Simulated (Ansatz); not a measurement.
## Lattice dynamics of NbTe2 monolayer (1T)

Wanted: phonon frequencies of NbTe2 monolayer (1T) and what follows from them.

Program: Ansatz 0.2.0. Level of theory: DFT PBEsol, scalar-relativistic, plane waves, PAW; PAW set soft_1. Results are calculated unless marked as measured.

## (1) The structure

The cell holds 3 atoms: 1 Nb and 2 Te. Its edges and angles: a = 3.670 Å, b = 3.670 Å, c = 20.000 Å, α = 90.0°, β = 90.0°, γ = 120.0°. It derives from NbTe2. Vacuum lies along c.

## (2) Coarse relaxation

The start is far from rest, so a relaxation with loose tolerances brings it close first.

The program solves this slab on a cell height of its own, 30.4 Å, in place of the one typed.

Input file input.yaml:

```yaml
crystal:
  lattice:
    - [3.67, 0.0, 0.0]
    - [-1.835, 3.17831, 0.0]
    - [0.0, 0.0, 20.0]
  atoms:
    - { symbol: Nb, position: [0.0, 0.0, 0.5] }
    - { symbol: Te, position: [0.333333, 0.666667, 0.5828] }
    - { symbol: Te, position: [0.666667, 0.333333, 0.4172] }
  periodic: [true, true, false]
kpoints:
  mp_grid: { grid: [6, 6, 1] }
hamiltonian:
  xc: pbesol
  pseudopotentials: { kind: paw, azcp: { folder: soft_1 }, xc_functional: pbe }
scf:
  occupations: { method: gaussian, width: 0.1 }
output:
  forces: true
  stress: true
  eigenvalues: true
relax:
  adjacent_minimum: "off"
  f_tol: 0.05
  max_steps: 80
  cell: { stress_2d_tol: 0.02 }
```

Command:

```sh
$ ansatz run input.yaml --threads 4 --pin off --max-ram 16384MiB --backend cpu --events-out ev --progress --plain --runs-dir out
```

Numbers of over 12 decimals in the logs are rounded to 6 here.

Log:

```text
[...]
F+E_penalty+E_count = -18299.89868136 eV   max|allowed force component| = 1.124e-4 eV/Å   (the final SCF, on the basis selected at the relaxed cell)
  cell:  # Å, volume = 339.5965 Å³
    - [3.590113, 0.0, 0]
    - [-1.795057, 3.109129, 0]
    - [0, 0, 30.424]
  atoms:
    - { symbol: Nb, position: [0, 0, 0.328688] }
    - { symbol: Te, position: [0.333333, 0.666667, 0.389675] }
    - { symbol: Te, position: [0.666667, 0.333333, 0.267701] }
[key lines of the parts left out:]
SCF converged after 7 iterations
Free energy (F): -18299.898681 eV
Fermi energy:    -4.482000 eV
P = ½ c Tr σ = -0.0044 N/m
```

The job ended after 8.8 s (4 threads of Arm Neoverse V1, shared host; peak memory 0.64 GiB).

The steps of the relaxation:

| step | energy less that of the first step (eV) | largest force component (eV/Å) | volume (Å³) |
| --- | --- | --- | --- |
| 1 | 0.0000 | 2.0450 | 354.88 |
| 2 | -0.2970 | 0.4081 | 356.92 |
| 3 | -0.3453 | 0.0828 | 343.62 |
| 4 | -0.3481 | 0.0082 | 339.12 |
| 5 | -0.3481 | 0.0000 | 339.60 |
| 6* | -0.3474 | 0.0001 | 339.60 |

Relaxation steps marked * repeat the geometry before them on a plane-wave basis chosen anew for their cell, so energy and pressure can jump there.

Forces are held to the 12 operations that the run works with; a distortion that breaks them can't arise in this run.

| cell as run | before | after | change |
| --- | --- | --- | --- |
| a (Å) | 3.670 | 3.590 | -2.2 % |
| b (Å) | 3.670 | 3.590 | -2.2 % |

The atoms that moved most (Å, along periodic axes as changes of fractional coordinates times the final cell, across vacuum about the mean position):

| atom | dx | dy | dz | length |
| --- | --- | --- | --- | --- |
| Te2 | 0.000 | 0.000 | 0.199 | 0.199 |
| Te3 | 0.000 | 0.000 | -0.199 | 0.199 |

The relaxed structure:

```cif
data_structure
_symmetry_space_group_name_H-M 'P 1'
_symmetry_Int_Tables_number 1
_cell_length_a 3.5901
_cell_length_b 3.5901
_cell_length_c 30.4240
_cell_angle_alpha 90.000
_cell_angle_beta 90.000
_cell_angle_gamma 120.000
_cell_volume 339.60
loop_
_atom_site_label
_atom_site_type_symbol
_atom_site_fract_x
_atom_site_fract_y
_atom_site_fract_z
_atom_site_occupancy
Nb1 Nb 0.00000 0.00000 0.32869 1
Te2 Te 0.33333 0.66667 0.38968 1
Te3 Te 0.66667 0.33333 0.26770 1
```

Numbers from this step:

| Item | Value |
| --- | --- |
| gap on the k-mesh | 0 eV |
| area per atom | 3.721 Å² |

The relaxation ends with a largest force component of 1.1e-4 eV/Å.

## (3) Relaxation

The cell and atoms are relaxed, since residual forces and stress would shift the frequencies.

Input file input.yaml:

```yaml
crystal:
  lattice:
    - [3.5901131765, 0.0, 0.0]
    - [-1.7950565882, 3.1091292133, 0.0]
    - [0.0, 0.0, 30.424]
  atoms:
    - { symbol: Nb, position: [0.0, 0.0, 0.328687878] }
    - { symbol: Te, position: [0.3333333333, 0.6666666667, 0.3896750055] }
    - { symbol: Te, position: [0.6666666667, 0.3333333333, 0.2677007505] }
  periodic: [true, true, false]
kpoints:
  mp_grid: { grid: [15, 15, 1] }
hamiltonian:
  xc: pbesol
  pseudopotentials: { kind: paw, azcp: { folder: soft_1 }, xc_functional: pbe }
scf:
  occupations: { method: gaussian, width: 0.1 }
output:
  forces: true
  stress: true
  eigenvalues: true
  write_density: true
  write_potential: true
  elf: true
  volumetric_format: npy
relax:
  adjacent_minimum: "off"
  f_tol: 0.005
  max_steps: 80
  cell: { stress_2d_tol: 0.02 }
```

Log:

```text
[...]
Crystal: 3 atoms, lattice volume = 339.597 Å³
Basis set: ecut = 420 eV, 6467 PW (Γ), exchange–correlation on 48×48×432 points (8 copies of the dense FFT grid, shifted against one another)
Bands: 27, of which v1, the nominal top of the filled ones, is band 23 counted from 1 (22 counted from 0)
Symmetry: 12 space group operations
[...]
k-points: 27 of 225
[...]
SCF iter   1: F=—  HF=-18300.706750 eV  |F-HF|=—  |Δ(HF+E_count)|=         —  Δρ=2.30e-2  dr2=2.81e0  ethr=3.10e-3  ⟨swp⟩=14.7  Hψ=5330  notcnv=0
[...]
SCF iter  10: F=-18299.892086 eV  HF=-18299.892086 eV  |F-HF|=7.49e-10  |Δ(HF+E_count)|=   4.88e-9  Δρ=9.98e-8  dr2=4.98e-11  ethr=1.54e-12  ⟨swp⟩=9.6  Hψ=5534  notcnv=0
SCF 1 converged in 10 iterations: F = -18299.892086 eV  dr2 = 4.98e-11
[...]
relax step   1: F+E_penalty+E_count = -18299.89208616 eV  Δ(F+E_penalty+E_count) = +0.000e0 eV  max|allowed force component| = 2.932e-2 eV/Å  Δτ_max = 0.0000 Å  P = -0.090 N/m  Ω = 339.597 Å³  fix = [c, alpha, beta]  reactions: c -0.000 N/m  (10 SCF iters, dr2 threshold 1.00e-7 eV, accepted)
Crystal: 3 atoms, lattice volume = 338.197 Å³
[...]
SCF iter   5: F=-18299.892106 eV  HF=-18299.892106 eV  |F-HF|=1.18e-7  |Δ(HF+E_count)|=   1.71e-7  Δρ=2.38e-6  dr2=1.88e-8  ethr=1.19e-10  ⟨swp⟩=17.0  Hψ=8228  notcnv=0
SCF 2 converged in 5 iterations: F = -18299.892106 eV  dr2 = 1.88e-8
relax step   2: F+E_penalty+E_count = -18299.89210624 eV  Δ(F+E_penalty+E_count) = -2.008e-5 eV  max|allowed force component| = 6.289e-2 eV/Å  Δτ_max = 0.0118 Å  P = -0.153 N/m  Ω = 338.197 Å³  energy of the carried Pulay correction = +6.502e-5 eV  fix = [c, alpha, beta]  (5 SCF iters, dr2 threshold 5.37e-8 eV, rejected (line search))
Crystal: 3 atoms, lattice volume = 338.620 Å³
[...]
SCF iter   8: F=-18299.892422 eV  HF=-18299.892422 eV  |F-HF|=1.09e-11  |Δ(HF+E_count)|=  1.86e-10  Δρ=1.38e-8  dr2=1.73e-12  ethr=1.00e-12  ⟨swp⟩=13.7  Hψ=5366  notcnv=0
SCF 3 converged in 8 iterations: F = -18299.892422 eV  dr2 = 1.73e-12
relax step   3: F+E_penalty+E_count = -18299.89242175 eV  Δ(F+E_penalty+E_count) = -3.356e-4 eV  max|allowed force component| = 1.664e-3 eV/Å  Δτ_max = 0.0052 Å  P = -0.055 N/m  Ω = 338.620 Å³  energy of the carried Pulay correction = +4.532e-5 eV  fix = [c, alpha, beta]  reactions: c -0.000 N/m  (8 SCF iters, accepted)
[...]
relax step   4: F+E_penalty+E_count = -18299.89246189 eV  Δ(F+E_penalty+E_count) = -4.014e-5 eV  max|allowed force component| = 1.111e-3 eV/Å  Δτ_max = 0.0009 Å  P = -0.011 N/m  Ω = 338.247 Å³  energy of the carried Pulay correction = +6.267e-5 eV  fix = [c, alpha, beta]  reactions: c -0.000 N/m  (5 SCF iters, dr2 threshold 4.02e-9 eV, accepted)
[...]
SCF iter   1: F=—  HF=-18299.892315 eV  |F-HF|=—  |Δ(HF+E_count)|=         —  Δρ=2.25e-6  dr2=6.27e-9  ethr=9.33e-8  ⟨swp⟩=6.7  Hψ=8534  notcnv=0
eigensolver tolerance schedule: the retry pair's looser diagonalisation over-reported the residual by 6694.48 of it (diagonalisation noise at 0.25 of the residual, at the tolerance the schedule requests for it); recorded, not acted on — ethr = c·dr2/N_el stays at c = 1.0e-1
SCF iter   2: F=—  HF=-18299.892401 eV  |F-HF|=—  |Δ(HF+E_count)|=   8.60e-5  Δρ=1.31e-6  dr2=9.79e-9  ethr=1.39e-11  ⟨swp⟩=6.0  Hψ=2691  notcnv=0
[...]
SCF iter   5: F=-18299.892401 eV  HF=-18299.892401 eV  |F-HF|=8.37e-11  |Δ(HF+E_count)|=  9.09e-10  Δρ=1.35e-8  dr2=1.04e-12  ethr=1.00e-12  ⟨swp⟩=15.3  Hψ=5938  notcnv=0
SCF 5 converged in 5 iterations: F = -18299.892401 eV  dr2 = 1.04e-12
relax step   5: F+E_penalty+E_count = -18299.89240114 eV  Δ(F+E_penalty+E_count) = +6.074e-5 eV  max|allowed force component| = 1.101e-3 eV/Å  Δτ_max = 0.0000 Å  P = -0.011 N/m  Ω = 338.247 Å³  fix = [c, alpha, beta]  reactions: c -0.000 N/m  stress off target by 1.10e-2 N/m on what of the cell is left free  SCF on the basis re-selected at this cell (its energy is not comparable with the rows above)  (5 SCF iters)
[...]
WARN: The output density's exchange-correlation potential varies sharply where the density is thin. Do not read a vacuum level from v_tot or v_xc, or from such a field of the output density. On a cell that repeats whose density bears no net charge and no dipole along the vacuum's axis use v_es (v_loc + v_h of the components); under efield.dipole_correction with no amplitude use v_es + v_field, which holds any externa [...]
SCF converged after 5 iterations
Free energy (F): -18299.892401 eV
[...]
Internal energy: -18299.883206 eV  (E = F + TS)
E sigma→0 (E₀):  -18299.887804 eV
Entropy (-TS):   -0.009195 eV (-3.065 meV/atom)
Fermi energy:    -4.644873 eV
[...]
--- Forces (eV/Å), atoms counted from 1 ---
  atom   1  Nb     0.00000000    -0.00000000     0.00000000
  atom   2  Te     0.00000000    -0.00000000    -0.00110095
  atom   3  Te    -0.00000000     0.00000000     0.00110095
  max |Σ_I F_I| component: 9.25e-18 eV/Å
--- 2D stress c σ (N/m, compression-positive) ---
       -0.010960      -0.000000      -0.000000
       -0.000000      -0.010960      -0.000000
       -0.000000      -0.000000      -0.000000
  P = ½ c Tr σ = -0.0110 N/m
--- Band table (eV; the first three rows and the last of 27) ---
  k-point 0: bands = [... 19 lower, -6.4870, -4.9702, -4.4235, -4.4235, -3.1973, -3.1973, -0.6116, -0.6116]
  k-point 1: bands = [... 19 lower, -6.2881, -5.0171, -4.6379, -4.5836, -3.3260, -3.0791, -1.0256, -0.6988]
  k-point 2: bands = [... 19 lower, -6.1586, -5.5527, -4.8884, -4.8530, -3.4639, -2.9002, -1.6898, -0.8667]
  k-point 26: bands = [... 19 lower, -7.7343, -7.2119, -7.2119, -3.5685, -3.5685, -3.0784, -1.3356, -1.3356]
--- Relaxed structure (4 steps of the walk, 3 accepted, 1 SCFs on fresh bases) ---
[...]
cell:  # Å, volume = 338.2472 Å³
    - [3.582974, -2.8810193532400058e-11, 0]
    - [-1.791487, 3.102947, 0]
    - [0, 0, 30.424]
  atoms:
    - { symbol: Nb, position: [0, 0, 0.328688] }
    - { symbol: Te, position: [0.333333, 0.666667, 0.389875] }
    - { symbol: Te, position: [0.666667, 0.333333, 0.267501] }
```

Run time: 25 s. Hardware: 4 threads; peak memory 0.75 GiB; 96 s of CPU time.

Relaxation path:

| step | energy less that of the first step (eV) | largest force component (eV/Å) | volume (Å³) |
| --- | --- | --- | --- |
| 1 | 0.0000 | 0.0293 | 339.60 |
| 2 | 0.0000 | 0.0629 | 338.20 |
| 3 | -0.0003 | 0.0017 | 338.62 |
| 4 | -0.0004 | 0.0011 | 338.25 |
| 5* | -0.0003 | 0.0011 | 338.25 |

Relaxation steps marked * repeat the geometry before them on a plane-wave basis chosen anew for their cell, so energy and pressure can jump there. Relaxation step 2 was tried and not accepted.

The run keeps the 12 symmetry operations that it works with, so distortions that break them were not tested.

| cell as run | before | after | change |
| --- | --- | --- | --- |
| a (Å) | 3.590 | 3.583 | -0.2 % |
| b (Å) | 3.590 | 3.583 | -0.2 % |

Final coordinates:

```cif
data_structure
_symmetry_space_group_name_H-M 'P 1'
_symmetry_Int_Tables_number 1
_cell_length_a 3.5830
_cell_length_b 3.5830
_cell_length_c 30.4240
_cell_angle_alpha 90.000
_cell_angle_beta 90.000
_cell_angle_gamma 120.000
_cell_volume 338.25
loop_
_atom_site_label
_atom_site_type_symbol
_atom_site_fract_x
_atom_site_fract_y
_atom_site_fract_z
_atom_site_occupancy
Nb1 Nb 0.00000 0.00000 0.32869 1
Te2 Te 0.33333 0.66667 0.38987 1
Te3 Te 0.66667 0.33333 0.26750 1
```

This step gave:

```yaml
area_per_atom: 3.706 Å²
```

ELF in the ac plane at fractional y = 0.333, with atoms of Te within 0.2 Å of it. It is the smooth field of the valence electrons, not physical close to the nuclei.

Ten even steps from '0' (0.00) to '9' (0.73), each cell a mean:
```
00000000000000
00000000000000
00000000000000
00000000000000
00000000000000
00000000000000
00000000000000
00000000000000
00000000000000
00000000000000
00000000000000
00000000000000
00100000000000
67776420000013
87778752101246
44444432222233
32223456656655
75347763111257
52014799999998
00000123454431
00000000000000
00000000000000
00000000000000
00000000000000
```
Columns run along a (3.6 Å), rows up along c (30.4 Å). Atoms in or near the plane, at fractional coordinates: Te at (0.67, 0.27).

Valence density in the ac plane at fractional y = 0.333, with atoms of Te within 0.2 Å of it. It is the smooth field of the valence electrons, not physical close to the nuclei.

Ten steps, logarithmic in the rise over the least value, from '0' (0 e/Å³) to '9' (11 e/Å³), each cell a mean:
```
00000000000000
00000000000000
00000000000000
00000000000000
00000000000000
00000000000000
00000000000000
00000000000000
00000000000000
00000000000000
00000000000000
00000000000000
00000000000000
11111000000000
23333221101112
23332211111112
22222223343332
22112347999854
10000122333321
00000000000000
00000000000000
00000000000000
00000000000000
00000000000000
```
Columns run along a (3.6 Å), rows up along c (30.4 Å). Atoms in or near the plane, at fractional coordinates: Te at (0.67, 0.27).

Electrostatic potential energy in the ac plane at fractional y = 0.333, with atoms of Te within 0.2 Å of it. With pseudopotentials it is smooth inside the atoms' cores, unlike the true potential.

Ten even steps from '_' (-16 eV) to '@' (0 eV), each cell a mean:
```
@@@@@@@@@@@@@@@@@@@@@@@@@@@@
@@@@@@@@@@@@@@@@@@@@@@@@@@@@
@@@@@@@@@@@@@@@@@@@@@@@@@@@@
@@@@@@@@@@@@@@@@@@@@@@@@@@@@
@@@@@@@@@@@@@@@@@@@@@@@@@@@@
@@@@@@@@@@@@@@@@@@@@@@@@@@@@
@@@@@@@@@@@@@@@@@@@@@@@@@@@@
@@@@@@@@@@@@@@@@@@@@@@@@@@@@
@@@@@@@@@@@@@@@@@@@@@@@@@@@@
@@@@@@@@@@@@@@@@@@@@@@@@@@@@
@@@@@@@@@@@@@@@@@@@@@@@@@@@@
@@@@@@@@@@@@@@@@@@@@@@@@@@@@
@@@@@@@@@@@@@@@@@@@@@@@@@@@@
%%%%%%%%%%@@@@@@@@@@@@@@@@@@
==::....--++##%%%%@@@@%%##**
++--::--==**##%%%%@@@@%%##**
++==----==++++==========++++
++##%%%%**::____--**++..____
%%@@@@@@@@%%##++++====++**##
@@@@@@@@@@@@@@@@@@@@@@@@@@@@
@@@@@@@@@@@@@@@@@@@@@@@@@@@@
@@@@@@@@@@@@@@@@@@@@@@@@@@@@
@@@@@@@@@@@@@@@@@@@@@@@@@@@@
@@@@@@@@@@@@@@@@@@@@@@@@@@@@
```
Columns run along a (3.6 Å; values clipped at the 3rd and 97th percentile), rows up along c (30.4 Å). Atoms in or near the plane, at fractional coordinates: Te at (0.67, 0.27).

(Continued in part 2 of 3.)

[Logs are printed without paths, hosts, clocks, repeated set-up lines and the standing remarks that a program may print on its own settings, such as how far it seeks lower states.]

[Hosts, paths, dates, database ids (printed as entryN), source tags and the programs' standing remarks are cut or masked in the printed files.]
